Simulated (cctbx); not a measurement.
# Lattice, Laue class and space group of a new crystal

Cell: a = 4.9240 Å, b = 5.7840 Å, c = 5.3550 Å, α = 90.00°, β = 90.00°, γ = 90.00°. Expected content of the cell: W6 Mo2.

Simulated single-crystal data (cctbx): Mo Kα, λ = 0.71073 Å, to d = 0.7 Å, 80 % of the full sphere, strongest reflection 5000 counts, noise from counting, a 4 % proportional error and a noise floor of 2 counts (s.d.); no absorption.

Tests on the unmerged data give:

```text
1476 reflections to d = 0.701 A
centring   violations  <I/sigma> of those
    A        449 of   752      7.8
    B        434 of   730      7.4
    C        471 of   730      7.6
    I        471 of   749      7.5
    R        626 of   988      7.7
    F        677 of  1106      7.6
Laue class    unique    Rint  (classes that these axes allow; Friedel mates merged)
P -1              885   0.033
P 1 2/m 1         505   0.038
P 1 1 2/m         505   0.039
P 2/m 1 1         510   0.038
P m m m           304   0.042
space group    extra absences  I>4sigma  <I/sigma>
P 2 2 2                 0          0         -  acentric
P 21 2 2                8          0      -0.0  acentric
P 2 21 2                8          0      -0.4  acentric
P 21 21 2              16          0      -0.2  acentric
P m m 2                 0          0         -  acentric
P 2 m m                 0          0         -  acentric
P m 2 m                 0          0         -  acentric
P 21 m n               73          0      -0.1  acentric
P m 21 n               73          0      -0.1  acentric
P m m m                 0          0         -  centric
P m m n :1             73          0      -0.1  centric
P m m n :2             73          0      -0.1  centric
Wilson B = 0.38 A^2   <|E^2-1|> = 1.122 (0.968 centric, 0.736 acentric)   E^2>4: 6.0 %
shell (A)         n   <I/sigma>
 5.78 - 1.40     48     16.0
 1.40 - 1.11     40     16.8
 1.11 - 0.97     35     14.0
 0.97 - 0.88     40     18.7
 0.88 - 0.82     35     15.5
 0.82 - 0.77     38     12.9
 0.77 - 0.73     32     16.0
 0.73 - 0.70     36     14.5
```

**Question.** What are the lattice type, the Laue class and the likely space group?

Every centring test has many violations, so the lattice is primitive.

Rint stays low (0.033 to 0.042) up to P m m m, the highest class in these axes.

12 settings pass the absence test. The most absences obeyed, 73, belong to P 21 m n, P m 21 n and P m m n, which absences can't tell apart.

⟨|E²−1|⟩ = 1.122 is above even the centric ideal, a mark of pseudo-translation (a class of systematically weak reflections). The Wilson B of 0.38 Å² means U ≈ 0.0048 Å².

The true group is Pmmn (no. 59, origin choice 1), Laue class mmm, centrosymmetric. The tables only narrow the choice to the tied entries; cell content, site symmetry and trial solutions must settle it.

The model is made up (kin elements in a known structure type, no relaxation), so it says nothing on whether the phase exists.

[Logs are printed without paths, hosts, clocks, repeated set-up lines and the standing remarks that a program may print on its own settings, such as how far it seeks lower states.]
